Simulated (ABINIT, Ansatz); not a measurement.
# SnAs (Fm-3m): phonons by linear response, part 3 of 4

How does SnAs (Fm-3m) vibrate, and is this structure a minimum?

ABINIT 10.8.3; DFT PBEsol, scalar-relativistic, plane waves, PseudoDojo norm-conserving pseudopotentials.

So far. Step 4 (Ground state): The cell stands at -0.81 GPa: the relaxation ran with a smoothed and higher cutoff, and the difference is a stress of the finite basis. Step 5 (Linear response at Γ): The acoustic modes at Γ come out as far as 1.9 cm⁻¹ from zero, where they should vanish, a small numerical error. The relaxed cell has a = 5.721 Å (conventional setting).

The database entry behind the starting cell differs from later determinations by our own check (an axis about 0.7 % short against later determinations), so it need not match the best structure at ambient conditions.

## (7) Interpolated phonon bands

anaddb transforms the dynamical matrices to force constants and back along the path; points of the mesh come back as solved, but for the sum rule and, in polar crystals, the LO-TO term at Γ; the rest is interpolation.

File anaddb.abi:

```
ddb_filepath "all_DDB"
output_file "anaddb.abo"
outdata_prefix "anaddb"
ifcflag 1
ngqpt 2 2 2
nqshft 1
q1shft 0.0 0.0 0.0
asr 1
chneut 0
dipdip 0
dipquad 0
quadquad 0
enunit 0
eivec 0
nph1l 62
qph1l 
    0.0 0.0 0.0 1.0
    0.05 0.0 0.05 1.0
    0.1 0.0 0.1 1.0
    0.15 0.0 0.15 1.0
    0.2 0.0 0.2 1.0
    0.25 0.0 0.25 1.0
    0.3 0.0 0.3 1.0
    0.35 0.0 0.35 1.0
    0.4 0.0 0.4 1.0
    0.45 0.0 0.45 1.0
    0.5 0.0 0.5 1.0
    0.5125 0.025 0.5125 1.0
    0.525 0.05 0.525 1.0
    0.5375 0.075 0.5375 1.0
    0.55 0.1 0.55 1.0
    0.5625 0.125 0.5625 1.0
    0.575 0.15 0.575 1.0
    0.5875 0.175 0.5875 1.0
    0.6 0.2 0.6 1.0
    0.6125 0.225 0.6125 1.0
    0.625 0.25 0.625 1.0
    0.375 0.375 0.75 1.0
    0.3375 0.3375 0.675 1.0
    0.3 0.3 0.6 1.0
    0.2625 0.2625 0.525 1.0
    0.225 0.225 0.45 1.0
    0.1875 0.1875 0.375 1.0
    0.15 0.15 0.3 1.0
    0.1125 0.1125 0.225 1.0
    0.075 0.075 0.15 1.0
    0.0375 0.0375 0.075 1.0
    0.0 0.0 0.0 1.0
    0.05 0.05 0.05 1.0
    0.1 0.1 0.1 1.0
    0.15 0.15 0.15 1.0
    0.2 0.2 0.2 1.0
    0.25 0.25 0.25 1.0
    0.3 0.3 0.3 1.0
    0.35 0.35 0.35 1.0
    0.4 0.4 0.4 1.0
    0.45 0.45 0.45 1.0
    0.5 0.5 0.5 1.0
    0.5 0.475 0.525 1.0
    0.5 0.45 0.55 1.0
    0.5 0.425 0.575 1.0
    0.5 0.4 0.6 1.0
    0.5 0.375 0.625 1.0
    0.5 0.35 0.65 1.0
    0.5 0.325 0.675 1.0
    0.5 0.3 0.7 1.0
    0.5 0.275 0.725 1.0
    0.5 0.25 0.75 1.0
    0.5 0.225 0.725 1.0
    0.5 0.2 0.7 1.0
    0.5 0.175 0.675 1.0
    0.5 0.15 0.65 1.0
    0.5 0.125 0.625 1.0
    0.5 0.1 0.6 1.0
    0.5 0.075 0.575 1.0
    0.5 0.05 0.55 1.0
    0.5 0.025 0.525 1.0
    0.5 0.0 0.5 1.0
```

File mrgddb.in:

```
all_DDB
merged
3
dfpt_gammao_DDB
dfpt_qo_DS1_DDB
dfpt_qo_DS2_DDB
```

The run is started by

```console
mrgddb < mrgddb.in > mrgddb.log
OMP_NUM_THREADS=1 anaddb anaddb.abi > anaddb.log
```

anaddb.abo, the main output file:

```text
[banners, grids, parts of the stress and lines that vanish by symmetry left out]
-outvars_anaddb: echo values of input variables ----------------------

 Flags :
[...]
Phonon wavevector (reduced coordinates) :  0.00000  0.00000  0.00000
 Phonon energies in Hartree :
[...]
Phonon frequencies in cm-1    :
-  0.000000E+00  0.000000E+00  0.000000E+00  9.281770E+01  9.281770E+01
-  9.281770E+01
[...]
Phonon wavevector (reduced coordinates) :  0.05000  0.00000  0.05000
 Phonon energies in Hartree :
[...]
Phonon frequencies in cm-1    :
-  1.773016E+01  1.773016E+01  2.756869E+01  9.389186E+01  9.470278E+01
-  9.470278E+01
[...]
Phonon wavevector (reduced coordinates) :  0.10000  0.00000  0.10000
 Phonon energies in Hartree :
[...]
Phonon frequencies in cm-1    :
-  3.391918E+01  3.391918E+01  5.344301E+01  9.675341E+01  9.962212E+01
-  9.962212E+01
[...]
Phonon wavevector (reduced coordinates) :  0.15000  0.00000  0.15000
 Phonon energies in Hartree :
[...]
Phonon frequencies in cm-1    :
-  4.719566E+01  4.719566E+01  7.535153E+01  1.011003E+02  1.058592E+02
-  1.058592E+02
[...]
Phonon wavevector (reduced coordinates) :  0.20000  0.00000  0.20000
 Phonon energies in Hartree :
[...]
Phonon frequencies in cm-1    :
-  5.650071E+01  5.650071E+01  8.839611E+01  1.094257E+02  1.116363E+02
-  1.116363E+02
  Phonon wavevector (reduced coordinates) :  0.25000  0.00000  0.25000
 Phonon energies in Hartree :
[...]
Phonon frequencies in cm-1    :
-  6.120296E+01  6.120296E+01  9.039642E+01  1.157306E+02  1.157306E+02
-  1.222662E+02
  Phonon wavevector (reduced coordinates) :  0.30000  0.00000  0.30000
 Phonon energies in Hartree :
[...]
Phonon frequencies in cm-1    :
-  6.121218E+01  6.121218E+01  8.641810E+01  1.176796E+02  1.176796E+02
-  1.340028E+02
  Phonon wavevector (reduced coordinates) :  0.35000  0.00000  0.35000
 Phonon energies in Hartree :
[...]
Phonon frequencies in cm-1    :
-  5.712719E+01  5.712719E+01  7.902902E+01  1.177327E+02  1.177327E+02
-  1.427435E+02
  Phonon wavevector (reduced coordinates) :  0.40000  0.00000  0.40000
 Phonon energies in Hartree :
[...]
Phonon frequencies in cm-1    :
-  5.045572E+01  5.045572E+01  7.017809E+01  1.166593E+02  1.166593E+02
-  1.484932E+02
  Phonon wavevector (reduced coordinates) :  0.45000  0.00000  0.45000
 Phonon energies in Hartree :
[...]
Phonon frequencies in cm-1    :
-  4.389185E+01  4.389185E+01  6.260667E+01  1.154491E+02  1.154491E+02
-  1.516739E+02
  Phonon wavevector (reduced coordinates) :  0.50000  0.00000  0.50000
 Phonon energies in Hartree :
[...]
Phonon frequencies in cm-1    :
-  4.103782E+01  4.103782E+01  5.953984E+01  1.149363E+02  1.149363E+02
-  1.526820E+02
  Phonon wavevector (reduced coordinates) :  0.51250  0.02500  0.51250
 Phonon energies in Hartree :
[...]
Phonon frequencies in cm-1    :
-  4.145518E+01  4.189424E+01  5.979905E+01  1.150287E+02  1.151218E+02
-  1.526770E+02
  Phonon wavevector (reduced coordinates) :  0.52500  0.05000  0.52500
 Phonon energies in Hartree :
[...]
Phonon frequencies in cm-1    :
-  4.267350E+01  4.434642E+01  6.056275E+01  1.153022E+02  1.156706E+02
-  1.526611E+02
  Phonon wavevector (reduced coordinates) :  0.53750  0.07500  0.53750
 Phonon energies in Hartree :
[...]
Phonon frequencies in cm-1    :
-  4.460085E+01  4.810187E+01  6.179099E+01  1.157456E+02  1.165598E+02
-  1.526306E+02
[...]
Phonon wavevector (reduced coordinates) :  0.50000  0.47500  0.52500
 Phonon energies in Hartree :
[...]
Phonon frequencies in cm-1    :
-  1.045153E+02  1.045383E+02  1.287361E+02  1.289091E+02  1.408930E+02
-  1.480258E+02
  Phonon wavevector (reduced coordinates) :  0.50000  0.45000  0.55000
 Phonon energies in Hartree :
[...]
Phonon frequencies in cm-1    :
-  1.019555E+02  1.020961E+02  1.276965E+02  1.283900E+02  1.408994E+02
-  1.469541E+02
  Phonon wavevector (reduced coordinates) :  0.50000  0.42500  0.57500
 Phonon energies in Hartree :
[...]
Phonon frequencies in cm-1    :
-  9.806435E+01  9.849223E+01  1.254001E+02  1.270920E+02  1.411239E+02
-  1.456856E+02
  Phonon wavevector (reduced coordinates) :  0.50000  0.40000  0.60000
 Phonon energies in Hartree :
[...]
Phonon frequencies in cm-1    :
-  9.327519E+01  9.416468E+01  1.214555E+02  1.249162E+02  1.415945E+02
-  1.446842E+02
  Phonon wavevector (reduced coordinates) :  0.50000  0.37500  0.62500
 Phonon energies in Hartree :
[...]
Phonon frequencies in cm-1    :
-  8.809278E+01  8.951878E+01  1.159287E+02  1.220879E+02  1.421845E+02
-  1.441107E+02
  Phonon wavevector (reduced coordinates) :  0.50000  0.35000  0.65000
 Phonon energies in Hartree :
[...]
Phonon frequencies in cm-1    :
-  8.309857E+01  8.494000E+01  1.093046E+02  1.189813E+02  1.427572E+02
-  1.438655E+02
[...]
Phonon wavevector (reduced coordinates) :  0.50000  0.02500  0.52500
 Phonon energies in Hartree :
[...]
Phonon frequencies in cm-1    :
-  4.204287E+01  4.255058E+01  6.005348E+01  1.149595E+02  1.154655E+02
-  1.526712E+02
  Phonon wavevector (reduced coordinates) :  0.50000  0.00000  0.50000
 Phonon energies in Hartree :
[...]
Phonon frequencies in cm-1    :
-  4.103782E+01  4.103782E+01  5.953984E+01  1.149363E+02  1.149363E+02
-  1.526820E+02
-
```

Run time: 0.51 s. Hardware: 1 thread of Arm Neoverse V1, shared host.

Read from the output:

| Property | Result |
| --- | --- |
| lowest frequency on the path | 0 cm⁻¹ |

Anaddb. Phonon branches along the path, in cm⁻¹:

| point | branch 1 | branch 2 | branch 3 | branch 4 | branch 5 | branch 6 |
| --- | --- | --- | --- | --- | --- | --- |
| Γ | 0 | 0 | 0 | 93 | 93 | 93 |
| halfway | 61 | 61 | 90 | 116 | 116 | 122 |
| X | 41 | 41 | 60 | 115 | 115 | 153 |
| halfway | 50 | 58 | 65 | 117 | 119 | 152 |
| U | 67 | 77 | 87 | 122 | 128 | 151 |
| jump to K | 67 | 77 | 87 | 122 | 128 | 151 |
| halfway | 77 | 83 | 112 | 113 | 122 | 127 |
| Γ | 0 | 0 | 0 | 93 | 93 | 93 |
| halfway | 76 | 76 | 99 | 112 | 112 | 124 |
| L | 105 | 105 | 129 | 129 | 141 | 148 |
| halfway | 88 | 90 | 116 | 122 | 142 | 144 |
| W | 75 | 75 | 89 | 111 | 144 | 144 |
| halfway | 59 | 66 | 69 | 115 | 126 | 152 |
| X | 41 | 41 | 60 | 115 | 115 | 153 |

The phonon branches as a text plot (rows in cm⁻¹):

```
    150 |         **********                    ****       ******
    143 |        *          ***                * ***********
    137 |       *           *  *              ***           *
    130 |                 ** ** *            *  ****         *
    124 |      *        *********           * **    ***       *
    118 |      ***********   *** *         * *        ***     ***
    111 |    **             *   * **        **         * *****
    105 |   *              *     *        **    ****    *
     99 |  **                    ****    ** *  *    *
     92 |**    *                     ****     *      **  *
     86 |    ** *         *******            *        **  **
     80 |        *       ***    * **       *            *   *
     73 |   *     **    **       *          *            *****
     67 |              ****      *        *                 * *
     60 |      **   ****          **       *                 ****
     54 |  * **  *      *         ***                         *
     48 |   *     **   *                  *                    *
     41 |           ***             *    *                      *
     35 |  *                        *    *
     29 | *                          *
     22 |                            *  *
     16 | *                          *  *
     10 |
      3 |*                            **
         Γ           X  U|K            Γ         L        W     X
```

All branches are real along the path.

## (8) Sums over the zone

Sums over the zone need many more wavevectors than were solved, so the interpolation is sampled on a dense mesh.

File anaddb.abi:

```
ddb_filepath "all_DDB"
output_file "anaddb.abo"
outdata_prefix "anaddb"
ifcflag 1
ngqpt 2 2 2
nqshft 1
q1shft 0.0 0.0 0.0
asr 1
chneut 0
dipdip 0
dipquad 0
quadquad 0
prtdos 2
ng2qpt 14 14 14
dosdeltae 4.5563e-06
ntemper 11
temperinc 100.0
tempermin 0.0
```

The run is started by

```console
OMP_NUM_THREADS=1 anaddb anaddb.abi > anaddb.log
```

anaddb.abo, the main output file:

```text
-outvars_anaddb: echo values of input variables ----------------------

 Flags :
     ifcflag         1
 Miscellaneous information :
         asr         1
      chneut         0
 Interatomic Force Constants Inputs :
      dipdip         0
     dipquad         0
    quadquad         0
      ifcana         0
      ifcout         0
 Description of grid 1 :
        brav         1
       ngqpt         2         2         2
      nqshft         1
      q1shft
                     0.00000000E+00  0.00000000E+00  0.00000000E+00
 Phonon DOS information :
   dosdeltae  4.55630000E-06
    dossmear  4.55633525E-06
 Description of grid 2 (Fourier interp. or BZ sampling):
      ng2qpt        14        14        14
      ngrids         4
      q2shft         0.00000000E+00  0.00000000E+00  0.00000000E+00

================================================================================

 read the DDB information and perform some checks

  ==== Info on the Cryst% object ====
 Real(R)+Recip(G) space primitive vectors, cartesian coordinates (Bohr,Bohr^-1):
 R(1)=  0.0000000  5.4051429  5.4051429  G(1)= -0.0925045  0.0925045  0.0925045
 R(2)=  5.4051429  0.0000000  5.4051429  G(2)=  0.0925045 -0.0925045  0.0925045
 R(3)=  5.4051429  5.4051429  0.0000000  G(3)=  0.0925045  0.0925045 -0.0925045
 Unit cell volume ucvol=  3.1582865E+02 bohr^3
 Angles (23,13,12)=  6.00000000E+01  6.00000000E+01  6.00000000E+01 degrees
 Time-reversal symmetry is present
 Reduced atomic positions [iatom, xred, symbol]:
    1)    0.0000000  0.0000000  0.0000000  Sn
    2)    0.5000000  0.5000000  0.5000000  As

 DDB file with 3 blocks has been read.

================================================================================

 Calculation of the interatomic forces

       Homogeneous q point set in the B.Z.
 Grid q points  :        8
  1)   0.00000000E+00  0.00000000E+00  0.00000000E+00
  2)   5.00000000E-01  0.00000000E+00  0.00000000E+00
  3)   0.00000000E+00  5.00000000E-01  0.00000000E+00
  4)   5.00000000E-01  5.00000000E-01  0.00000000E+00
  5)   0.00000000E+00  0.00000000E+00  5.00000000E-01
  6)   5.00000000E-01  0.00000000E+00  5.00000000E-01
  7)   0.00000000E+00  5.00000000E-01  5.00000000E-01
  8)   5.00000000E-01  5.00000000E-01  5.00000000E-01

 The interatomic forces have been obtained

================================================================================

 Calculation of phonon density of states

 Average speed of sound partial sums:     0.1564249496E-02 (at units)
-                                   =           3.4221 [km/s]

 Debye frequency from partial sums:     0.8953080860E-03 (Ha)
-                                 =     0.5890844217E+01 (THz)
-Debye temperature from partial sums:     0.2827159331E+03 (K)

 Average speed of sound:     0.1898350911E-02 (at units)
-                      =           4.1530 [km/s]

 Debye frequency from DOS:     0.1086533143E-02 (Ha)
-                        =     0.7149044650E+01 (THz)
-Debye temperature from DOS:     0.3431000302E+03 (K)

-
```

It took 0.6 s on 1 thread.

Numbers from this step:

```
share of modes beyond 3i cm⁻¹ on the dense interpolated mesh : 0
zero-point energy per atom                                   : 19.91 meV
heat capacity at 300 K                                       : 24.37 J/(mol atoms K)
vibrational entropy at 300 K                                 : 42.75 J/(mol atoms K)
```

The phonon density of states has structure finer than the step of the table below, so its rows give means over 5 cm⁻¹, whole bins alone (the curve runs from -30 to 183 cm⁻¹). Peaks (cm⁻¹: height): 85.0: 0.0800, 122.0: 0.144, 140.0: 0.0954, 145.0: 0.0943.

Tetrahedra. The phonon density of states by wavenumber; means over each step:

wavenumber (cm⁻¹), phonon density of states (1/cm⁻¹/cell) and a bar:
```
        5      0.000 
       10      0.000 
       15      0.000 
       20      0.000 
       25      0.000 
       30      0.001 
       35      0.001 
       40      0.002 
       45      0.004 #
       50      0.008 ##
       55      0.014 ###
       60      0.022 #####
       65      0.036 ########
       70      0.046 ##########
       75      0.066 ###############
       80      0.074 #################
       85      0.079 ##################
       90      0.063 ##############
       95      0.050 ###########
      100      0.044 ##########
      105      0.037 ########
      110      0.042 #########
      115      0.080 ##################
      120      0.133 ##############################
      125      0.097 ######################
      130      0.050 ###########
      135      0.066 ###############
      140      0.072 ################
      145      0.071 ################
      150      0.038 #########
      155      0.001 
      160      0.000
```

Harmonic thermodynamic functions per atom, summed over the density of states scaled to three modes an atom; melting is ignored. Thermodynamic functions:

| T (K) | F_vib (meV/atom) | S (J/mol-atom/K) | C_V (J/mol-atom/K) |
| --- | --- | --- | --- |
| 0 | 19.91 | 0 | 0 |
| 50 | 19.06 | 5.886 | 12.21 |
| 100 | 12.9 | 17.49 | 20.41 |
| 200 | -13.99 | 32.99 | 23.68 |
| 300 | -53.55 | 42.75 | 24.37 |
| 400 | -101.7 | 49.8 | 24.62 |
| 500 | -156.2 | 55.3 | 24.73 |
| 600 | -216 | 59.82 | 24.8 |
| 700 | -280 | 63.65 | 24.84 |
| 800 | -347.7 | 66.96 | 24.86 |
| 900 | -418.7 | 69.89 | 24.88 |
| 1000 | -492.5 | 72.52 | 24.89 |

At 300 K the heat capacity has reached 98 % of the Dulong-Petit value.

(Continued in part 4 of 4.)

[Host names and launcher messages were left out of these logs when they were recorded.]

[Logs are printed without paths, hosts, clocks, repeated set-up lines and the standing remarks that a program may print on its own settings, such as how far it seeks lower states.]

[Hosts, paths, dates, database ids (printed as entryN), source tags and the programs' standing remarks are cut or masked in the printed files.]
